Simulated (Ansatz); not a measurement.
# Lattice dynamics of VH (Fm-3m)

Wanted: phonon frequencies of VH (Fm-3m) and what follows from them.

Method: DFT LDA, scalar-relativistic, plane waves, norm-conserving pseudopotentials, in Ansatz 0.2.0.

## (1) Starting point

Symmetry: Fm-3m, No. 225, cubic system. The conventional cell has a = 3.928 Å, b = 3.928 Å, c = 3.928 Å, α = 90.00°, β = 90.00°, γ = 90.00°. Nearest to V lie 6 H at 1.96 Å. Nearest to H lie 6 V at 1.96 Å. Farther neighbours are not listed.

As a file:

```cif
data_structure
_symmetry_space_group_name_H-M 'P 1'
_symmetry_Int_Tables_number 1
_cell_length_a 2.7772
_cell_length_b 2.7772
_cell_length_c 2.7772
_cell_angle_alpha 60.000
_cell_angle_beta 60.000
_cell_angle_gamma 60.000
_cell_volume 15.15
loop_
_atom_site_label
_atom_site_type_symbol
_atom_site_fract_x
_atom_site_fract_y
_atom_site_fract_z
_atom_site_occupancy
V1 V 0.00000 0.00000 0.00000 1
H2 H 0.50000 0.50000 0.50000 1
```

## (2) Coarse relaxation

The start is far from rest, so a relaxation with loose tolerances brings it close first.

input.yaml

```yaml
crystal:
  lattice:
    - [0.0, 1.96375358, 1.96375358]
    - [1.96375358, 0.0, 1.96375358]
    - [1.96375358, 1.96375358, 0.0]
  atoms:
    - { symbol: V, position: [0.0, 0.0, 0.0] }
    - { symbol: H, position: [0.5, 0.5, 0.5] }
kpoints:
  mp_grid: { grid: [8, 8, 8] }
hamiltonian:
  xc: lda
  pseudopotentials: { kind: nc }
scf:
  occupations: { method: gaussian, width: 0.1 }
output:
  forces: true
  stress: true
  eigenvalues: true
relax:
  adjacent_minimum: "off"
  f_tol: 0.05
  max_steps: 80
  cell: { stress_tol: 0.5 }
```

The run is started by

```console
ansatz run input.yaml --threads 4 --pin off --max-ram 7168MiB --backend cpu --events-out ev --progress --plain --runs-dir out
```

Numbers of over 12 decimals in the logs are rounded to 6 here.

Output:

```text
The last accepted step is kept in <dir> (removed where the run ends without a failure and the disk answers)
Engine: ansatz 0.2.0, aarch64-unknown-linux-gnu
Pseudopotentials: kind: nc
Pseudopotential: V, nc, valence charge 13, recommended cutoff 1142.878222 eV (normal), V.nc.azcp (PseudoDojo's, or run here from an input of PseudoDojo's: the run reads no file of this project's for it)
[...]
--- Relaxed structure (3 steps of the walk, 3 accepted, 1 SCFs on fresh bases) ---
  F+E_penalty+E_count = -2023.28653686 eV   max|allowed force component| = 1.052e-30 eV/Å   (the final SCF, on the basis selected at the relaxed cell)
  cell:  # Å, volume = 14.4449 Å³
    - [0, 1.932983, 1.932983]
    - [1.932983, 0, 1.932983]
    - [1.932983, 1.932983, 0]
  atoms:
    - { symbol: V, position: [0, 0, 0] }
    - { symbol: H, position: [0.5, 0.5, 0.5] }
[key lines of the parts left out:]
SCF converged after 4 iterations
Free energy (F): -2023.286537 eV
Fermi energy:    16.872226 eV
P = ⅓ Tr σ = -0.2515 GPa (-2.515 kbar)
```

Wall time 1.5 s (4 threads of Arm Neoverse V2, shared host); peak memory 0.27 GiB.

This run has no spin polarisation, although V can carry a moment.

The steps of the relaxation:

```
step  energy less that of the first step (eV)  largest force component (eV/Å)  pressure (GPa)  volume (Å³)
   1                                   0.0000                          0.0000          -10.11        15.15
   2                                  -0.0217                          0.0000            3.24        14.23
   3                                  -0.0236                          0.0000           -0.24        14.44
  4*                                  -0.0236                          0.0000           -0.25        14.44
```

Relaxation steps marked * repeat the geometry before them on a plane-wave basis chosen anew for their cell, so energy and pressure can jump there.

The run keeps the 48 symmetry operations that it works with, so distortions that break them were not tested.

```
conventional cell, symmetrised  before  after  change
                         a (Å)   3.928  3.866  -1.6 %
                         b (Å)   3.928  3.866  -1.6 %
                         c (Å)   3.928  3.866  -1.6 %
              volume (Å³/atom)    7.57   7.22  -4.6 %
```

Final coordinates:

```
V H
1.0
     0.00000    1.93298    1.93298
     1.93298    0.00000    1.93298
     1.93298    1.93298    0.00000
V H
1 1
Direct
  0.00000 0.00000 0.00000
  0.50000 0.50000 0.50000
```

Numbers from this step:

* pressure: -0.2515 GPa
* volume per atom: 7.222 Å³
* gap on the k-mesh: 0 eV

In this step the volume went from 7.57 to 7.22 Å³/atom.

## (3) Relaxation

The cell and atoms are relaxed, since residual forces and stress would shift the frequencies.

input.yaml

```yaml
crystal:
  lattice:
    - [0.0, 1.932982659, 1.932982659]
    - [1.932982659, 0.0, 1.932982659]
    - [1.932982659, 1.932982659, 0.0]
  atoms:
    - { symbol: V, position: [0.0, 0.0, 0.0] }
    - { symbol: H, position: [0.5, 0.5, 0.5] }
kpoints:
  mp_grid: { grid: [16, 16, 16] }
hamiltonian:
  xc: lda
  pseudopotentials: { kind: nc }
scf:
  occupations: { method: gaussian, width: 0.1 }
output:
  forces: true
  stress: true
  eigenvalues: true
  write_density: true
  write_potential: true
  elf: true
  volumetric_format: npy
relax:
  adjacent_minimum: "off"
  f_tol: 0.005
  max_steps: 80
  cell: { stress_tol: 0.05 }
```

Output:

```text
[...]
Crystal: 2 atoms, lattice volume = 14.445 Å³
Basis set: ecut = 1142.878222 eV, 1243 PW (Γ)
Bands: 11, of which v1, the nominal top of the filled ones, is band 7 counted from 1 (6 counted from 0)
Symmetry: 48 space group operations
[...]
k-points: 145 of 4096
[...]
SCF iter   1: F=—  HF=-2023.729749 eV  |F-HF|=—  |Δ(HF+E_count)|=         —  Δρ=1.16e-1  dr2=1.45e0  ethr=3.10e-3  ⟨swp⟩=5.9  Hψ=9907  notcnv=0
[...]
SCF iter   7: F=-2023.273989 eV  HF=-2023.273989 eV  |F-HF|=5.30e-10  |Δ(HF+E_count)|=   1.26e-8  Δρ=4.74e-6  dr2=8.74e-10  ethr=4.11e-10  ⟨swp⟩=8.8  Hψ=10476  notcnv=0
SCF 1 converged in 7 iterations: F = -2023.273989 eV  dr2 = 8.74e-10
relax step   1: F+E_penalty+E_count = -2023.27398869 eV  Δ(F+E_penalty+E_count) = +0.000e0 eV  max|allowed force component| = 4.865e-30 eV/Å  Δτ_max = 0.0000 Å  P = +0.478 GPa  Ω = 14.445 Å³  (7 SCF iters, dr2 threshold 1.00e-7 eV, accepted)
Crystal: 2 atoms, lattice volume = 14.479 Å³
[...]
SCF iter   3: F=-2023.274029 eV  HF=-2023.274030 eV  |F-HF|=5.62e-8  |Δ(HF+E_count)|=   6.33e-7  Δρ=5.15e-5  dr2=1.40e-7  ethr=1.43e-9  ⟨swp⟩=10.8  Hψ=13591  notcnv=0
SCF 2 converged in 3 iterations: F = -2023.274029 eV  dr2 = 1.40e-7
relax step   2: F+E_penalty+E_count = -2023.27402950 eV  Δ(F+E_penalty+E_count) = -4.081e-5 eV  max|allowed force component| = 1.479e-30 eV/Å  Δτ_max = 0.0000 Å  P = -0.061 GPa  Ω = 14.479 Å³  energy of the carried Pulay correction = -3.778e-6 eV  (3 SCF iters, dr2 threshold 2.00e-7 eV, accepted)
Crystal: 2 atoms, lattice volume = 14.475 Å³
[...]
SCF iter   3: F=-2023.274031 eV  HF=-2023.274031 eV  |F-HF|=4.19e-10  |Δ(HF+E_count)|=   4.43e-9  Δρ=8.56e-6  dr2=2.52e-9  ethr=6.69e-11  ⟨swp⟩=9.9  Hψ=9495  notcnv=0
SCF 3 converged in 3 iterations: F = -2023.274031 eV  dr2 = 2.52e-9
relax step   3: F+E_penalty+E_count = -2023.27403072 eV  Δ(F+E_penalty+E_count) = -1.224e-6 eV  max|allowed force component| = 8.710e-31 eV/Å  Δτ_max = 0.0000 Å  P = -0.001 GPa  Ω = 14.475 Å³  energy of the carried Pulay correction = -3.349e-6 eV  (3 SCF iters, dr2 threshold 9.37e-9 eV, accepted)
[...]
SCF iter   4: F=-2023.274034 eV  HF=-2023.274034 eV  |F-HF|=4.55e-13  |Δ(HF+E_count)|=  7.98e-11  Δρ=1.51e-7  dr2=4.85e-13  ethr=1.00e-12  ⟨swp⟩=7.9  Hψ=10736  notcnv=0
SCF 4 converged in 4 iterations: F = -2023.274034 eV  dr2 = 4.85e-13
relax step   4: F+E_penalty+E_count = -2023.27403408 eV  Δ(F+E_penalty+E_count) = -3.359e-6 eV  max|allowed force component| = 5.916e-31 eV/Å  Δτ_max = 0.0000 Å  P = +0.000 GPa  Ω = 14.475 Å³  stress off target by 2.22e-5 GPa  SCF on the basis re-selected at this cell (its energy is not comparable with the rows above)  (4 SCF iters)
basis re-selected at this cell: Δ(F+E_penalty+E_count) = -3.359e-6 eV, ΔP = +0.001 GPa vs the last step (what re-selecting the basis moved, of the pressure what is left beyond the Pulay correction that the steps carried, after the strain that the cell walked since its last selection, with what the two solves' SCF thresholds leave and, on support functions, any second-order correction that the steps lacked; it is no m [...]
SCF converged after 4 iterations
Free energy (F): -2023.274034 eV
[...]
Internal energy: -2023.265180 eV  (E = F + TS)
E sigma→0 (E₀):  -2023.269607 eV
Entropy (-TS):   -0.008854 eV (-4.427 meV/atom)
Fermi energy:    16.811235 eV
[...]
--- Stress (GPa, compression-positive) ---
        0.000022       0.000000       0.000000
        0.000000       0.000022       0.000000
        0.000000       0.000000       0.000022
  P = ⅓ Tr σ = 0.0000 GPa (0.000 kbar)
--- Band table (eV; the first three rows and the last of 145) ---
  k-point 0: bands = [... 3 lower, -20.4107, 6.1365, 16.7232, 16.7232, 16.7232, 18.2792, 18.2792, 30.1687]
  k-point 1: bands = [... 3 lower, -20.4144, 6.2662, 16.6366, 16.7723, 16.7723, 18.2374, 18.2374, 29.5065]
  k-point 2: bands = [... 3 lower, -20.4250, 6.6463, 16.3871, 16.8856, 16.8856, 18.1553, 18.1553, 28.1576]
  k-point 144: bands = [... 3 lower, -20.7055, 9.9210, 15.3537, 15.3537, 17.6737, 19.9877, 23.1702, 24.7574]
--- Relaxed structure (3 steps of the walk, 3 accepted, 1 SCFs on fresh bases) ---
[...]
cell:  # Å, volume = 14.4754 Å³
    - [0, 1.934344, 1.934344]
    - [1.934344, 0, 1.934344]
    - [1.934344, 1.934344, 0]
  atoms:
    - { symbol: V, position: [0, 0, 0] }
    - { symbol: H, position: [0.5, 0.5, 0.5] }
```

It took 5.2 s on 4 threads; peak memory 0.36 GiB.

Little changed from the start: no atom moved by 0.005 Å and no cell edge by 0.1 %.

Numbers from this step:

* pressure: 2.22e-5 GPa
* volume per atom: 7.238 Å³

ELF in the ac plane of the conventional cell at fractional y = 0.000, with atoms of V and H within 0.2 Å of it. It is the smooth field of the valence electrons, not physical close to the nuclei.

Values, 14 rows by 14 columns, each cell a mean:
```
0.47 0.71 0.57 0.18 0.28 0.67 0.92 0.95 0.85 0.50 0.17 0.33 0.67 0.58
0.67 0.66 0.40 0.17 0.29 0.52 0.67 0.71 0.61 0.40 0.20 0.25 0.54 0.67
0.34 0.29 0.20 0.21 0.28 0.29 0.28 0.27 0.27 0.28 0.25 0.21 0.25 0.33
0.16 0.18 0.23 0.26 0.21 0.17 0.18 0.19 0.18 0.19 0.24 0.25 0.20 0.17
0.54 0.49 0.38 0.23 0.20 0.40 0.57 0.58 0.53 0.33 0.19 0.28 0.40 0.50
0.89 0.78 0.49 0.18 0.29 0.66 0.71 0.60 0.72 0.53 0.18 0.27 0.61 0.85
0.98 0.89 0.54 0.16 0.34 0.67 0.47 0.22 0.60 0.58 0.19 0.27 0.71 0.95
0.95 0.85 0.50 0.17 0.33 0.67 0.58 0.47 0.71 0.57 0.18 0.28 0.67 0.92
0.71 0.61 0.40 0.20 0.25 0.54 0.67 0.67 0.66 0.40 0.17 0.29 0.52 0.67
0.27 0.27 0.28 0.25 0.21 0.25 0.33 0.34 0.29 0.20 0.21 0.28 0.29 0.28
0.19 0.18 0.19 0.24 0.25 0.20 0.17 0.16 0.18 0.23 0.26 0.21 0.17 0.18
0.58 0.53 0.33 0.19 0.28 0.40 0.50 0.54 0.49 0.38 0.23 0.20 0.40 0.57
0.60 0.72 0.53 0.18 0.27 0.61 0.85 0.89 0.78 0.49 0.18 0.29 0.66 0.71
0.22 0.60 0.58 0.19 0.27 0.71 0.95 0.98 0.89 0.54 0.16 0.34 0.67 0.47
```
Columns run along a (3.9 Å), rows up along c (3.9 Å), edges of the conventional cell, whose origin can differ from the input's. Atoms in or near the plane, at fractional coordinates: V at (0.00, 0.00), V at (0.50, 0.50), H at (0.50, 0.00), H at (0.00, 0.50).

Valence density in the ac plane of the conventional cell at fractional y = 0.000, with atoms of V and H within 0.2 Å of it. It is the smooth field of the valence electrons, not physical close to the nuclei.

Ten even steps from '0' (0.28 × 1e0 e/Å³) to '9' (9.81 × 1e0 e/Å³), each cell a mean:
```
98200000000059
63100000000025
10000000000000
00000000000000
00000123200000
00000389720000
10001695930000
00000599820000
00000256310000
00000001000000
00000000000000
32000000000012
97200000000038
59300001000169
```
Columns run along a (3.9 Å), rows up along c (3.9 Å), edges of the conventional cell, whose origin can differ from the input's. Atoms in or near the plane, at fractional coordinates: V at (0.00, 0.00), V at (0.50, 0.50), H at (0.50, 0.00), H at (0.00, 0.50).

Electrostatic potential energy in the ac plane of the conventional cell at fractional y = 0.000, with atoms of V and H within 0.2 Å of it. With pseudopotentials it is smooth inside the atoms' cores, unlike the true potential.

Values in eV, 14 rows by 14 columns, each cell a mean:
```
-159 -101  -26    5   13   12   -1  -10    6   13   11   -4  -51 -135
 -67  -36   -5    9   14   15   12   10   13   15   13    5  -15  -51
  -7   -1    8   13   15   14   13   12   13   15   15   11    5   -4
  10   12   14   15   13    9    5    3    7   11   14   15   13   11
  12   14   15   14    8   -5  -26  -35  -17    1   11   15   15   13
   0    9   14   12   -1  -36 -101 -125  -74  -17    7   13   13    6
 -25    0   12   10   -7  -67 -159 -175 -125  -35    3   12   10  -10
 -10    6   13   11   -4  -51 -135 -159 -101  -26    5   13   12   -1
  10   13   15   13    5  -15  -51  -67  -36   -5    9   14   15   12
  12   13   15   15   11    5   -4   -7   -1    8   13   15   14   13
   3    7   11   14   15   13   11   10   12   14   15   13    9    5
 -35  -17    1   11   15   15   13   12   14   15   14    8   -5  -26
-125  -74  -17    7   13   13    6    0    9   14   12   -1  -36 -101
-175 -125  -35    3   12   10  -10  -25    0   12   10   -7  -67 -159
```
Columns run along a (3.9 Å; values clipped at the 3rd and 97th percentile), rows up along c (3.9 Å), edges of the conventional cell, whose origin can differ from the input's. Atoms in or near the plane, at fractional coordinates: V at (0.00, 0.00), V at (0.50, 0.50), H at (0.50, 0.00), H at (0.00, 0.50).

In this step the volume went from 7.22 to 7.24 Å³/atom.

## (4) Tight relaxation

Phonons need a cell at rest on their own settings, so the relaxation is repeated with tight tolerances on forces and stress, using the mesh and the filling of the phonon run that follows.

input.yaml

```yaml
crystal:
  lattice:
    - [0.0, 1.9343437822, 1.9343437822]
    - [1.9343437822, 0.0, 1.9343437822]
    - [1.9343437822, 1.9343437822, 0.0]
  atoms:
    - { symbol: V, position: [0.0, 0.0, 0.0] }
    - { symbol: H, position: [0.5, 0.5, 0.5] }
kpoints:
  mp_grid: { grid: [16, 16, 16] }
hamiltonian:
  xc: lda
  pseudopotentials: { kind: nc }
scf:
  occupations: { method: methfessel_paxton, width: 0.15 }
output:
  forces: true
  stress: true
  eigenvalues: true
relax:
  adjacent_minimum: "off"
  f_tol: 0.001
  max_steps: 60
  cell: { stress_tol: 0.01 }
```

Output:

```text
[...]
Crystal: 2 atoms, lattice volume = 14.475 Å³
Basis set: ecut = 1142.878222 eV, 1243 PW (Γ)
Bands: 11, of which v1, the nominal top of the filled ones, is band 7 counted from 1 (6 counted from 0)
Symmetry: 48 space group operations
[...]
k-points: 145 of 4096
[...]
k-point 144: bands = [... 3 lower, -20.7050, 9.9225, 15.3549, 15.3549, 17.6748, 19.9887, 23.1721, 24.7599]
--- Relaxed structure (2 steps of the walk, 2 accepted, 1 SCFs on fresh bases) ---
[...]
cell:  # Å, volume = 14.4737 Å³
    - [0, 1.934268, 1.934268]
    - [1.934268, 0, 1.934268]
    - [1.934268, 1.934268, 0]
  atoms:
    - { symbol: V, position: [0, 0, 0] }
    - { symbol: H, position: [0.5, 0.5, 0.5] }
[key lines of the parts left out:]
SCF converged after 4 iterations
Free energy (F): -2023.269960 eV
Fermi energy:    16.813608 eV
P = ⅓ Tr σ = 0.0031 GPa (0.031 kbar)
```

Elapsed: 3.8 s, on 4 threads; peak memory 0.36 GiB; 15 s of CPU time.

Little changed from the start: no atom moved by 0.005 Å and no cell edge by 0.1 %.

This step gave:

```yaml
pressure: 0.003138 GPa
volume_per_atom: 7.237 Å³
```

The forces vanish by symmetry and the pressure is 0.003 GPa, within the tolerances set. The cell now holds 7.24 Å³/atom.

## (5) Zone-centre response

The zone centre comes first: it holds the modes that light can see, as far as symmetry allows. No field response is asked, since the mesh shows no gap.

input.yaml, the sections that differ from step 4:

```yaml
crystal:
  lattice:
    - [0.0, 1.9342684163, 1.9342684163]
    - [1.9342684163, 0.0, 1.9342684163]
    - [1.9342684163, 1.9342684163, 0.0]
  atoms:
    - { symbol: V, position: [0.0, 0.0, 0.0] }
    - { symbol: H, position: [0.5, 0.5, 0.5] }
output:
  eigenvalues: true
phonons:
  method: dfpt
# kpoints, hamiltonian, scf: as in step 4
# relax: removed
```

Output:

```text
[...]
Crystal: 2 atoms, lattice volume = 14.474 Å³
Basis set: ecut = 1142.878222 eV, 1243 PW (Γ), exchange–correlation on 64×64×64 points (8 copies of the dense FFT grid, shifted against one another)
Bands: 11, of which v1, the nominal top of the filled ones, is band 7 counted from 1 (6 counted from 0)
Symmetry: 48 space group operations
k-points: 349 of 4096 (irreducible under 8 space group operations, time reversal used)
[...]
SCF iter   1: F=—  HF=-2023.726421 eV  |F-HF|=—  |Δ(HF+E_count)|=         —  Δρ=1.15e-1  dr2=1.45e0  ethr=3.10e-3  ⟨swp⟩=5.9  Hψ=23417  notcnv=0
[...]
SCF iter   9: F=-2023.269960 eV  HF=-2023.269960 eV  |F-HF|=2.27e-13  |Δ(HF+E_count)|=  1.55e-11  S|Δr|=    0.00e0  Δρ=3.92e-8  dr2=1.62e-13  ethr=1.00e-12  ⟨swp⟩=9.7  Hψ=23189  notcnv=0
SCF 1 converged in 9 iterations: F = -2023.269960 eV  dr2 = 1.62e-13
  Residual-converged pass: ⟨swp⟩=1.0  Hψ=5243  notcnv=0  max |occ|·‖R‖ = 7.1e-9 eV (tolerance 1.0e-8 eV)  dr2=1.62e-13  max |Δocc| = 1.2e-11
DFPT response loops at Γ: preconditioner auto → Kerker (q_TF=auto, 2.713 Å⁻¹) (partly filled bands, converged f_vac=0.000); β = 1.00, the filter's whole step (`scf.mixing.beta` (0.50) is not read by the response loops under this deck's `scf.mixing.preconditioner`; to damp them name `kerker` or `kerker_dos`, under which they read `scf.mixing.beta`, and type it under 1.00, their step now; both keys bind the ground state too); Broyden in place of MSR1
SCF converged after 9 iterations
[...]
Free energy (F): -2023.269960 eV
[...]
Internal energy: -2023.268528 eV  (E = F + TS)
E sigma→0 (E₀):  -2023.269602 eV
Entropy (-TS):   -0.001433 eV (-0.716 meV/atom)
Fermi energy:    16.813608 eV
[...]
--- Band table (eV; the first three rows and the last of 349) ---
  k-point 0: bands = [... 3 lower, -20.4102, 6.1383, 16.7240, 16.7240, 16.7240, 18.2801, 18.2801, 30.1726]
  k-point 1: bands = [... 3 lower, -20.4139, 6.2680, 16.6375, 16.7732, 16.7732, 18.2384, 18.2384, 29.5102]
  k-point 2: bands = [... 3 lower, -20.4245, 6.6481, 16.3880, 16.8864, 16.8864, 18.1563, 18.1563, 28.1611]
  k-point 348: bands = [... 3 lower, -20.7050, 9.9225, 15.3549, 15.3549, 17.6748, 19.9887, 23.1721, 24.7599]
--- Phonons (Γ-DFPT): 2 representative perturbations + reference, on 349 of 4096 k-points (Σ response iterations 8) ---
  k mesh reduced under 8 symmetry operations, with k and −k counted as one. Each operation leaves every solved perturbation unchanged. A smaller set is not used because it would not reduce the number of displacements times k-points to solve
  ASR residual: 6.812e-5 → 0.000e0 eV/Å²; symmetrization residual: 2.559e-7 eV/Å²
  ASR residual per site (eV/Å²): 6.81e-5 1.27e-5
  Γ frequencies (cm⁻¹): 0.00 0.00 0.00 1067.73 1067.73 1067.73
  non-analytic LO–TO correction: not included (Born effective charges unavailable; polar crystals: no LO–TO splitting at Γ)
```

Run time: 12 s. Hardware: 4 threads; peak memory 0.74 GiB.

Numbers from this step:

```
sum-rule residual before enforcement                    : 6.81e-5 eV/Å²
point group                                             : m-3m
highest optical mode at the zone centre (no LO-TO term) : 1068 cm⁻¹
lowest optical zone-centre mode                         : 1068 cm⁻¹
```

Patterns of degenerate modes are one choice out of their space. Modes at Γ, with each element's share of the kinetic energy:

```
mode  frequency (cm⁻¹)  symmetry  V %  H %
   1               0.0  acoustic   98    2
   2               0.0  acoustic   98    2
   3               0.0  acoustic   98    2
   4            1067.7       T1u    2   98
   5            1067.7       T1u    2   98
   6            1067.7       T1u    2   98
```

Displacements in mode 6 (1067.7 cm⁻¹), the largest set to 1:
```
V1   0.00  0.00 -0.02
H2   0.00  0.00  1.00
```

Before it was imposed, the acoustic sum rule was missed by 6.8e-5 eV/Å². Small misses are needed for a sound result but don't prove that mesh and cutoff are converged. The lowest optical mode is real, 1068 cm⁻¹.

[end of part 1 of 2]

[Logs are printed without paths, hosts, clocks, repeated set-up lines and the standing remarks that a program may print on its own settings, such as how far it seeks lower states.]

[Hosts, paths, dates, database ids (printed as entryN), source tags and the programs' standing remarks are cut or masked in the printed files.]
